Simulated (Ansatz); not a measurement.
# F on Ag(111): change of the work function, part 3 of 4

How does F on the fcc site change the work function of Ag(111) as the layer fills?

Ansatz 0.2.0; plane-wave DFT, PBE, Ansatz PAW.

So far, work function, upper face (eV): step 2 (the clean slab) 4.47; step 3 (37 atoms, coverage 0.111 ML, cell 3x3) 5.06.

## Step 4: The covered slab, k-mesh 6×6×1, coverage 0.25 ML

System of this step: Ag16F (F/Ag(111)). The cell holds 17 atoms: 16 Ag and 1 F. Its edges and angles: a = 5.784 Å, b = 5.784 Å, c = 26.403 Å, α = 90.0°, β = 90.0°, γ = 60.0°. Vacuum lies along c.

Another coverage, to see how the dipoles act on each other as their distance changes.

Input file input.yaml:

```yaml
crystal:
  lattice:
    - [5.7841334702, 1.0e-10, 0.0]
    - [2.892066735, 5.0092065241, 0.0]
    - [0.0, 0.0, 26.4025630098]
  atoms:
    - { symbol: Ag, position: [0.0, 0.0, 0.3408759974] }
    - { symbol: Ag, position: [0.1666666667, 0.1666666667, 0.4303128676] }
    - { symbol: Ag, position: [0.3333333333, 0.3333333333, 0.5207844035] }
    - { symbol: Ag, position: [0.0, 0.0, 0.6121088037] }
    - { symbol: Ag, position: [0.0, 0.5, 0.3408759974] }
    - { symbol: Ag, position: [0.1666666667, 0.6666666667, 0.4303128676] }
    - { symbol: Ag, position: [0.3333333333, 0.8333333333, 0.5207844035] }
    - { symbol: Ag, position: [0.0, 0.5, 0.6121088037] }
    - { symbol: Ag, position: [0.5, 0.0, 0.3408759974] }
    - { symbol: Ag, position: [0.6666666667, 0.1666666667, 0.4303128676] }
    - { symbol: Ag, position: [0.8333333333, 0.3333333333, 0.5207844035] }
    - { symbol: Ag, position: [0.5, 0.0, 0.6121088037] }
    - { symbol: Ag, position: [0.5, 0.5, 0.3408759974] }
    - { symbol: Ag, position: [0.6666666667, 0.6666666667, 0.4303128676] }
    - { symbol: Ag, position: [0.8333333333, 0.8333333333, 0.5207844035] }
    - { symbol: Ag, position: [0.5, 0.5, 0.6121088037] }
    - { symbol: F, position: [0.1666666667, 0.1666666667, 0.6591240026] }
kpoints:
  mp_grid: { grid: [6, 6, 1] }
hamiltonian:
  xc: pbe
scf:
  occupations: { method: fermi_dirac, width: 0.1 }
  convergence: { dr2_threshold: 1.0e-08 }
efield:
  axis: 3
  dipole_correction: true
  ramp_position: 0.97
  ramp_width: 0.06
relax:
  f_tol: 0.02
  max_steps: 60
  constraints: [{ sites: [0, 1, 4, 5, 8, 9, 12, 13] }]
output:
  dos: { projected: true, e_range: [-8, 4] }
  write_potential: true
  write_density: true
  volumetric_format: npy
  elf: true
```

On the command line:

```console
$ ansatz run input.yaml --threads 4 --pin off --max-ram 16384MiB --backend cpu --events-out ev --progress --plain --runs-dir out
```

The log of the run:

```text
[...]
Crystal: 17 atoms, lattice volume = 764.986 Å³
Basis set: ecut = 420 eV, 15005 PW (Γ), exchange–correlation on 80×80×360 points (8 copies of the dense FFT grid, shifted against one another)
Bands: 187, of which v1, the nominal top of the filled ones, is band 156 counted from 1 (155 counted from 0)
Symmetry: 6 space group operations
[...]
k-points: 7 of 36 (time reversal used)
[...]
SCF iter   1: F=—  HF=-122253.465511 eV  |F-HF|=—  |Δ(HF+E_count)|=         —  Δρ=1.36e-3  dr2=3.56e-2  ethr=1.77e-3  p=-0.059 e·Å  D=-1.39e-2 V/Å  ΔV_dip=0.37 eV  dr2_dipole=6.84e-4  V_vac-E_F(+/−)=4.81/4.44 eV  ⟨swp⟩=6.4  Hψ=5092  notcnv=0  defer=90
[...]
SCF iter   9: F=-122253.488554 eV  HF=-122253.488554 eV  |F-HF|=7.70e-9  |Δ(HF+E_count)|=   2.11e-8  Δρ=4.46e-7  dr2=2.02e-9  ethr=3.22e-12  p=-0.060 e·Å  D=-1.41e-2 V/Å  ΔV_dip=0.37 eV  dr2_dipole=3.33e-10  V_vac-E_F(+/−)=4.88/4.50 eV  ⟨swp⟩=16.3  Hψ=9741  notcnv=0
SCF 1 converged in 9 iterations: F = -122253.488554 eV  dr2 = 2.02e-9
[...]
relax step   1: F+E_penalty+E_count = -122253.48855374 eV  Δ(F+E_penalty+E_count) = +0.000e0 eV  max|allowed force component| = 3.551e0 eV/Å  Δτ_max = 0.0000 Å  (9 SCF iters, accepted)
[...]
SCF iter   9: F=-122253.994372 eV  HF=-122253.994371 eV  |F-HF|=1.62e-7  |Δ(HF+E_count)|=   8.99e-8  Δρ=6.64e-7  dr2=2.02e-9  ethr=3.22e-12  p=-0.123 e·Å  D=-2.91e-2 V/Å  ΔV_dip=0.77 eV  dr2_dipole=5.74e-12  V_vac-E_F(+/−)=5.28/4.51 eV  ⟨swp⟩=14.4  Hψ=8613  notcnv=0
SCF 2 converged in 9 iterations: F = -122253.994372 eV  dr2 = 2.02e-9
relax step   2: F+E_penalty+E_count = -122253.99437162 eV  Δ(F+E_penalty+E_count) = -5.058e-1 eV  max|allowed force component| = 1.143e0 eV/Å  Δτ_max = 0.1399 Å  (9 SCF iters, accepted)
SCF iter   1: F=—  HF=-122254.151053 eV  |F-HF|=—  |Δ(HF+E_count)|=         —  Δρ=2.52e-3  dr2=8.18e-2  ethr=2.56e-4  p=-0.123 e·Å  D=-2.91e-2 V/Å  ΔV_dip=0.77 eV  dr2_dipole=2.29e-2  V_vac-E_F(+/−)=5.29/4.52 eV  ⟨swp⟩=4.4  Hψ=3067  notcnv=0  defer=131
[...]
SCF iter   8: F=-122254.128364 eV  HF=-122254.128364 eV  |F-HF|=4.00e-8  |Δ(HF+E_count)|=   7.84e-9  Δρ=7.18e-7  dr2=3.28e-9  ethr=3.22e-12  p=-0.180 e·Å  D=-4.26e-2 V/Å  ΔV_dip=1.12 eV  dr2_dipole=8.09e-12  V_vac-E_F(+/−)=5.63/4.51 eV  ⟨swp⟩=13.3  Hψ=9514  notcnv=0
SCF 3 converged in 8 iterations: F = -122254.128364 eV  dr2 = 3.28e-9
relax step   3: F+E_penalty+E_count = -122254.12836362 eV  Δ(F+E_penalty+E_count) = -1.340e-1 eV  max|allowed force component| = 3.831e-1 eV/Å  Δτ_max = 0.1615 Å  (8 SCF iters, accepted)
[...]
relax step   4: F+E_penalty+E_count = -122254.15249407 eV  Δ(F+E_penalty+E_count) = -2.413e-2 eV  max|allowed force component| = 6.556e-2 eV/Å  Δτ_max = 0.0791 Å  (8 SCF iters, accepted)
SCF iter   1: F=—  HF=-122254.153168 eV  |F-HF|=—  |Δ(HF+E_count)|=         —  Δρ=2.45e-4  dr2=9.87e-4  ethr=2.75e-6  p=-0.218 e·Å  D=-5.15e-2 V/Å  ΔV_dip=1.36 eV  dr2_dipole=2.19e-4  V_vac-E_F(+/−)=5.86/4.50 eV  ⟨swp⟩=3.0  Hψ=2321  notcnv=0  defer=133
[...]
SCF iter   7: F=-122254.153258 eV  HF=-122254.153258 eV  |F-HF|=2.44e-8  |Δ(HF+E_count)|=   2.64e-8  Δρ=3.76e-7  dr2=1.16e-9  ethr=3.22e-12  p=-0.213 e·Å  D=-5.04e-2 V/Å  ΔV_dip=1.33 eV  dr2_dipole=4.67e-12  V_vac-E_F(+/−)=5.84/4.50 eV  ⟨swp⟩=12.0  Hψ=8991  notcnv=0
SCF 5 converged in 7 iterations: F = -122254.153258 eV  dr2 = 1.16e-9
relax step   5: F+E_penalty+E_count = -122254.15325817 eV  Δ(F+E_penalty+E_count) = -7.641e-4 eV  max|allowed force component| = 2.666e-3 eV/Å  Δτ_max = 0.0104 Å  (7 SCF iters, accepted)
[...]
WARN: The input density's exchange-correlation potential varies sharply where the density is thin. Do not read a vacuum level from v_tot or v_xc, or from such a field of the output density. On a cell that repeats whose density bears no net charge and no dipole along the vacuum's axis use v_es (v_loc + v_h of the components); under efield.dipole_correction with no amplitude use v_es + v_field, which holds any external [...]
SCF converged after 7 iterations
Free energy (F): -122254.153258 eV
[...]
Internal energy: -122253.993235 eV  (E = F + TS)
E sigma→0 (E₀):  -122254.073247 eV
Entropy (-TS):   -0.160023 eV (-9.413 meV/atom)
Fermi energy:    2.971537 eV
Dipole field:    D = -0.050440 V/Å  (p = -0.213240 e·Å, saw-weighted, corrected)
Work function:   Φ+ = 5.8364 eV   Φ− = 4.5046 eV
[...]
--- Forces (eV/Å), atoms counted from 1 ---
  atom   1  Ag     0.00161113     0.00093019    -0.15605130
  atom   2  Ag     0.00000000    -0.00000000     0.12331495
  atom   3  Ag    -0.00178278    -0.00102929    -0.00142021
  atom   4  Ag     0.00049436     0.00028542    -0.00157636
  atom   5  Ag     0.00000000    -0.00186038    -0.15605130
  atom   6  Ag    -0.04064631     0.02346716     0.16385030
  atom   7  Ag    -0.00000000     0.00205857    -0.00142021
  atom   8  Ag     0.00000000    -0.00057084    -0.00157636
  atom   9  Ag    -0.00161113     0.00093019    -0.15605130
  atom  10  Ag     0.00000000    -0.04693432     0.16385030
  atom  11  Ag     0.00178278    -0.00102929    -0.00142021
  atom  12  Ag    -0.00049436     0.00028542    -0.00157636
  atom  13  Ag     0.00000000    -0.00000000    -0.14204284
  atom  14  Ag     0.04064631     0.02346716     0.16385030
  atom  15  Ag    -0.00000000     0.00000000     0.00218903
  atom  16  Ag    -0.00000000     0.00000000    -0.00054712
  atom  17  F      0.00000000    -0.00000000     0.00266642
  max |Σ_I F_I| component: 1.23e-5 eV/Å
--- Band table (eV; the first three rows and the last of 7) ---
  k-point 0: bands = [... 152 lower, 3.1952, 3.1952, 3.2111, 3.5986, 3.9667, 3.9667, 4.0643, 4.4860, ... 27 higher]
  k-point 1: bands = [... 152 lower, 2.5049, 2.6914, 2.9737, 3.0108, 3.7027, 3.7212, 3.9796, 4.2607, ... 27 higher]
  k-point 2: bands = [... 152 lower, 1.4555, 2.7537, 2.7862, 2.9348, 3.2508, 3.6039, 3.7781, 4.8535, ... 27 higher]
  k-point 6: bands = [... 152 lower, 0.9686, 1.2946, 2.3313, 2.3894, 2.7786, 4.5103, 4.6086, 4.9292, ... 27 higher]
--- Relaxed structure (5 steps of the walk, 5 accepted, 0 SCFs on fresh bases) ---
  F+E_penalty+E_count = -122254.15325817 eV   max|allowed force component| = 2.666e-3 eV/Å
  atoms:
    - { symbol: Ag, position: [-1.795949e-17, -1.795949e-17, 0.340876] }
    - { symbol: Ag, position: [0.166667, 0.166667, 0.4303128676] }
    - { symbol: Ag, position: [0.332531, 0.332531, 0.520641] }
    - { symbol: Ag, position: [-0.00362131, -0.00362131, 0.612476] }
    - { symbol: Ag, position: [0.0, 0.500000, 0.340876] }
    - { symbol: Ag, position: [0.166667, 0.666667, 0.4303128676] }
    - { symbol: Ag, position: [0.332531, 0.834938, 0.520641] }
    - { symbol: Ag, position: [-0.00362131, 0.507243, 0.612476] }
    - { symbol: Ag, position: [0.5, -1.795949e-17, 0.340876] }
    - { symbol: Ag, position: [0.666667, 0.166667, 0.4303128676] }
    - { symbol: Ag, position: [0.834938, 0.332531, 0.520641] }
    - { symbol: Ag, position: [0.507243, -0.00362131, 0.612476] }
    - { symbol: Ag, position: [0.500000, 0.500000, 0.340876] }
    - { symbol: Ag, position: [0.666667, 0.666667, 0.4303128676] }
    - { symbol: Ag, position: [0.833333, 0.833333, 0.523042] }
    - { symbol: Ag, position: [0.500000, 0.500000, 0.608949] }
    - { symbol: F, position: [0.166667, 0.166667, 0.672576] }
```

Wall time 2.5 min (4 threads of Arm Neoverse V1, shared host); peak memory 3.3 GiB.

Relaxation path:

```csv
step,energy less that of the first step (eV),largest force component (eV/Å)
1,0.0000,3.5510
2,-0.5058,1.1434
3,-0.6398,0.3831
4,-0.6639,0.0656
5,-0.6647,0.0027
```

The run keeps the 6 symmetry operations that the program found, so distortions that break them were not tested.

The atoms that moved most (Å):

```csv
atom,dx,dy,dz,length
F17,0.000,0.000,0.355,0.355
Ag16,0.000,0.000,-0.083,0.083
Ag15,0.000,0.000,0.060,0.060
Ag4,-0.031,-0.018,0.010,0.038
Ag12,0.031,-0.018,0.010,0.038
Ag8,0.000,0.036,0.010,0.038
Ag3,-0.007,-0.004,-0.004,0.009
Ag7,0.000,0.008,-0.004,0.009
```

Final coordinates:

```cif
data_structure
_symmetry_space_group_name_H-M 'P 1'
_symmetry_Int_Tables_number 1
_cell_length_a 5.7841
_cell_length_b 5.7841
_cell_length_c 26.4026
_cell_angle_alpha 90.000
_cell_angle_beta 90.000
_cell_angle_gamma 60.000
_cell_volume 764.99
loop_
_atom_site_label
_atom_site_type_symbol
_atom_site_fract_x
_atom_site_fract_y
_atom_site_fract_z
_atom_site_occupancy
Ag1 Ag 0.00000 0.00000 0.34088 1
Ag2 Ag 0.16667 0.16667 0.43031 1
Ag3 Ag 0.33253 0.33253 0.52064 1
Ag4 Ag 0.99638 0.99638 0.61248 1
Ag5 Ag 0.00000 0.50000 0.34088 1
Ag6 Ag 0.16667 0.66667 0.43031 1
Ag7 Ag 0.33253 0.83494 0.52064 1
Ag8 Ag 0.99638 0.50724 0.61248 1
Ag9 Ag 0.50000 0.00000 0.34088 1
Ag10 Ag 0.66667 0.16667 0.43031 1
Ag11 Ag 0.83494 0.33253 0.52064 1
Ag12 Ag 0.50724 0.99638 0.61248 1
Ag13 Ag 0.50000 0.50000 0.34088 1
Ag14 Ag 0.66667 0.66667 0.43031 1
Ag15 Ag 0.83333 0.83333 0.52304 1
Ag16 Ag 0.50000 0.50000 0.60895 1
F17 F 0.16667 0.16667 0.67258 1
```

Read from the output:

* energy at zero smearing: -122254.0732 eV
* work function, upper face: 5.836 eV
* work function, lower face: 4.505 eV
* dipole along the normal: -0.2132 e·Å
* step between the vacuum levels: 1.332 eV

The density of states has structure finer than the step of the table below, so its rows give means over 0.25 eV. Peaks (eV: height): -4.570: 87.3, -4.450: 77.3, -3.610: 74.7, -3.370: 59.3, -3.220: 68.7, -3.070: 83.5, -2.860: 79.4.

The density of states by energy, zero at the Fermi level; means over each step:

```csv
energy (eV),density of states (states/eV a cell)
-7.50,0
-7.25,0.433
-7.00,1.15
-6.75,1.29
-6.50,1.53
-6.25,3.99
-6.00,23.9
-5.75,44.1
-5.50,42.5
-5.25,40.4
-5.00,33.8
-4.75,38.1
-4.50,62.8
-4.25,49.5
-4.00,44.0
-3.75,47.5
-3.50,52.9
-3.25,55.0
-3.00,68.1
-2.75,30.2
-2.50,10.4
-2.25,8.76
-2.00,5.04
-1.75,4.22
-1.50,4.23
-1.25,3.30
-1.00,2.50
-0.75,4.84
-0.50,4.82
-0.25,6.14
0.00,4.80
0.25,1.28
0.50,5.14
0.75,8.45
1.00,5.77
1.25,3.49
1.50,5.00
1.75,6.17
```

Projected DOS per atom over height of the atomic layer and energy from the Fermi level. Layers: Ag4 Ag4 Ag4 Ag4 F from below.

Values in states/eV, 22 rows by 5 columns, each cell a mean:
```
0.14 0.21 0.22 0.17 0.06
0.12 0.14 0.15 0.12 0.04
0.31 0.22 0.22 0.34 0.12
0.17 0.12 0.11 0.18 0.06
0.22 0.25 0.21 0.20 0.12
0.29 0.24 0.25 0.27 0.18
0.23 0.15 0.16 0.21 0.19
0.23 0.24 0.19 0.20 0.31
0.25 0.24 0.25 0.28 0.53
0.18 0.16 0.27 1.08 2.49
1.93 2.11 2.19 2.46 1.02
4.02 3.21 2.91 3.88 1.07
3.84 2.68 2.89 3.24 1.14
3.69 2.53 2.77 3.08 1.19
3.37 3.59 3.50 3.10 2.01
2.26 2.25 2.50 2.57 1.30
2.59 3.39 3.20 2.28 0.70
0.88 2.61 2.32 0.76 0.30
0.07 0.22 0.20 0.07 0.02
0.03 0.13 0.11 0.03 0.01
0.01 0.03 0.03 0.01 0.00
0.00 0.00 0.00 0.00 0.00
```
Columns: height of the atomic layer (Å) from 9 to 17.8 (not evenly spaced); rows upwards: energy from the Fermi level (eV) from -7.96 to 1.95.

Valence density in the ca plane at fractional y = 0.167, with atoms of Ag and F within 0.2 Å of it. It is the smooth field of the valence electrons, not physical close to the nuclei.

Ten steps, logarithmic in the rise over the least value, from '0' (0 e/Å³) to '9' (17 e/Å³), each cell a mean:
```
44211122111244421124432100000000000000000000
43211122111244421124432000000000000000000000
32212344321123321122321000000000000000000000
11113688631111111111111000000000000000000000
11124899842111110111110000000000000000000000
11114799741111111111110000000000000000000000
22112566521122211112221000000000000000000000
43211233211234321123431000000000000000000000
54211111111245421124432100000000000000000000
43211233211234321123331111000000000000000000
22112566521122211112222354200000000000000000
11114799741111110011113687410000000000000000
11124899842111110011113798510000000000000000
21113688631111111111112566310000000000000000
32212344321123221122322232100000000000000000
```
Columns run along c (16.0 Å, from fractional 0.34 to 0.95 of the cell), rows up along a (5.8 Å). Atoms in or near the plane, at fractional coordinates: Ag at (0.43, 0.17), Ag at (0.43, 0.67), F at (0.67, 0.17).

ELF in the ca plane at fractional y = 0.167, with atoms of Ag and F within 0.2 Å of it. It is the smooth field of the valence electrons, not physical close to the nuclei.

Values, 8 rows by 16 columns, each cell a mean:
```
0.30 0.16 0.17 0.17 0.28 0.26 0.19 0.32 0.11 0.10 0.02 0.00 0.00 0.00 0.00 0.00
0.21 0.20 0.41 0.22 0.20 0.19 0.17 0.22 0.12 0.02 0.00 0.00 0.00 0.00 0.00 0.00
0.19 0.28 0.72 0.33 0.19 0.16 0.16 0.18 0.12 0.02 0.00 0.00 0.00 0.00 0.00 0.00
0.20 0.20 0.44 0.23 0.19 0.18 0.17 0.22 0.12 0.02 0.00 0.00 0.00 0.00 0.00 0.00
0.30 0.16 0.17 0.17 0.28 0.26 0.19 0.32 0.11 0.08 0.02 0.00 0.00 0.00 0.00 0.00
0.20 0.20 0.41 0.22 0.20 0.19 0.16 0.17 0.42 0.58 0.12 0.01 0.00 0.00 0.00 0.00
0.19 0.28 0.72 0.32 0.19 0.17 0.14 0.12 0.64 0.73 0.21 0.01 0.00 0.00 0.00 0.00
0.20 0.21 0.44 0.23 0.20 0.18 0.16 0.16 0.46 0.61 0.13 0.01 0.00 0.00 0.00 0.00
```
Columns run along c (16.0 Å, from fractional 0.34 to 0.95 of the cell), rows up along a (5.8 Å). Atoms in or near the plane, at fractional coordinates: Ag at (0.43, 0.17), Ag at (0.43, 0.67), F at (0.67, 0.17).

Electrostatic potential energy in the ca plane at fractional y = 0.167, with atoms of Ag and F within 0.2 Å of it. With pseudopotentials it is smooth inside the atoms' cores, unlike the true potential.

Ten even steps from '0' (-30 eV) to '9' (9 eV), each cell a mean:
```
45788888888753478875458999999999999999999999
45788888888754478875457899999999999999999999
67888644688876688886678999999999999999999999
88886200268888889988888999999999999999999999
89884000048888899998889999999999999999999999
88885100158888899998889999999999999999999999
77887412478887788887778999999999999999999999
56788766788865578875568999999999999999999999
35788888888753478874457999999999999999999999
56788766788764578876568999999999999999999999
78887411478877788888788757999999999999999999
88885000158888899998888200699999999999999999
89884000048888899998898000599999999999999999
88886200268888889988888413899999999999999999
67888644688876688887678999999999999999999999
```
Columns run along c (16.0 Å, from fractional 0.34 to 0.95 of the cell; values clipped at the 3rd and 97th percentile), rows up along a (5.8 Å). Atoms in or near the plane, at fractional coordinates: Ag at (0.43, 0.17), Ag at (0.43, 0.67), F at (0.67, 0.17).

The relaxation took 5 steps and lowered the energy by 0.66 eV; the largest force on the free atoms ends at 0.0027 eV/Å.

By hand: a sheet of dipoles makes a step −p/(ε₀A) in the electron's potential. With e/ε₀ = 180.95 V·Å, p = -0.2132 e·Å and A = 28.97 Å², that is −180.95 × (-0.2132) / 28.97 = +1.332 eV, and the two vacuum levels of the run differ by +1.332 eV.

The covered face has 5.84 eV, +1.37 eV against the clean one; the bare back face has moved by +0.06 eV, a measure of how thin the slab is.

## Step 5: Adsorbate added, k-mesh 6×6×1, coverage 0.5 ML

System of this step: Ag8F (F/Ag(111)). The cell holds 18 atoms: 16 Ag and 2 F. Cell: a = 5.784 Å, b = 5.784 Å, c = 26.403 Å, α = 90.0°, β = 90.0°, γ = 60.0°. Vacuum lies along c.

Another coverage, to see how the dipoles act on each other as their distance changes.

Changes to input.yaml since step 4:

```diff
@@ -23,2 +23,3 @@
     - { symbol: F, position: [0.1666666667, 0.1666666667, 0.6591240026] }
+    - { symbol: F, position: [0.6666666667, 0.1666666667, 0.6591240026] }
 kpoints:
```

The log of the run:

```text
[...]
Crystal: 18 atoms, lattice volume = 764.986 Å³
Basis set: ecut = 420 eV, 15005 PW (Γ), exchange–correlation on 80×80×360 points (8 copies of the dense FFT grid, shifted against one another)
Bands: 191, of which v1, the nominal top of the filled ones, is band 159 counted from 1 (158 counted from 0)
Symmetry: 4 space group operations
[...]
- { symbol: Ag, position: [0.5, 0.500000, 0.340876] }
    - { symbol: Ag, position: [0.66666666665, 0.666667, 0.4303128676] }
    - { symbol: Ag, position: [0.832788, 0.834424, 0.522661] }
    - { symbol: Ag, position: [0.494984, 0.510032, 0.609740] }
    - { symbol: F, position: [0.149848, 0.200304, 0.668938] }
    - { symbol: F, position: [0.649848, 0.200304, 0.668938] }
[key lines of the parts left out:]
SCF converged after 6 iterations
Free energy (F): -123061.750799 eV
Fermi energy:    2.634918 eV
Dipole field:    D = -0.097742 V/Å  (p = -0.413212 e·Å, saw-weighted, corrected)
Work function:   Φ+ = 7.0802 eV   Φ− = 4.4996 eV
```

Run time: 4.9 min. Hardware: 4 threads; peak memory 3.9 GiB.

The steps of the relaxation:

```csv
step,energy less that of the first step (eV),largest force component (eV/Å)
1,0.0000,3.3596
2,-0.8682,0.9475
3,-1.0514,0.2000
4,-1.0655,0.0348
5,-1.0660,0.0067
```

The run keeps the 4 symmetry operations that the program found, so distortions that break them were not tested.

The atoms that moved most (Å):

```csv
atom,dx,dy,dz,length
F18,0.000,0.168,0.259,0.309
F17,0.000,0.168,0.259,0.309
Ag8,0.000,0.050,-0.063,0.080
Ag16,0.000,0.050,-0.063,0.080
Ag12,0.000,-0.048,0.028,0.056
Ag4,0.000,-0.048,0.028,0.056
Ag15,0.000,0.005,0.050,0.050
Ag7,0.000,0.005,0.050,0.050
```

The relaxed structure:

```cif
data_structure
_symmetry_space_group_name_H-M 'P 1'
_symmetry_Int_Tables_number 1
_cell_length_a 5.7841
_cell_length_b 5.7841
_cell_length_c 26.4026
_cell_angle_alpha 90.000
_cell_angle_beta 90.000
_cell_angle_gamma 60.000
_cell_volume 764.99
loop_
_atom_site_label
_atom_site_type_symbol
_atom_site_fract_x
_atom_site_fract_y
_atom_site_fract_z
_atom_site_occupancy
Ag1 Ag 0.00000 0.00000 0.34088 1
Ag2 Ag 0.16667 0.16667 0.43031 1
Ag3 Ag 0.33374 0.33252 0.52046 1
Ag4 Ag 0.00481 0.99039 0.61316 1
Ag5 Ag 0.00000 0.50000 0.34088 1
Ag6 Ag 0.16667 0.66667 0.43031 1
Ag7 Ag 0.33279 0.83442 0.52266 1
Ag8 Ag 0.99498 0.51003 0.60974 1
Ag9 Ag 0.50000 0.00000 0.34088 1
Ag10 Ag 0.66667 0.16667 0.43031 1
Ag11 Ag 0.83374 0.33252 0.52046 1
Ag12 Ag 0.50481 0.99039 0.61316 1
Ag13 Ag 0.50000 0.50000 0.34088 1
Ag14 Ag 0.66667 0.66667 0.43031 1
Ag15 Ag 0.83279 0.83442 0.52266 1
Ag16 Ag 0.49498 0.51003 0.60974 1
F17 F 0.14985 0.20030 0.66894 1
F18 F 0.64985 0.20030 0.66894 1
```

(Part 3 of 4 ends here.)

[Long decimals in the printed logs are rounded to 6 places.]

[Logs are printed without paths, hosts, clocks, repeated set-up lines and the standing remarks that a program may print on its own settings, such as how far it seeks lower states.]

[Hosts, paths, dates, database ids (printed as entryN), source tags and the programs' standing remarks are cut or masked in the printed files.]

[Maps of the electrostatic potential energy from Ansatz leave out the sawtooth potential of an applied field or a dipole correction, so their vacuum need not be flat; planar profiles and work functions include it.]

[The density of states shown here was stored with 400 of the rows of the run's finer table, so its peaks can read low, often by over a quarter, or be missed, and its means over a window can be off by a tenth or more.]
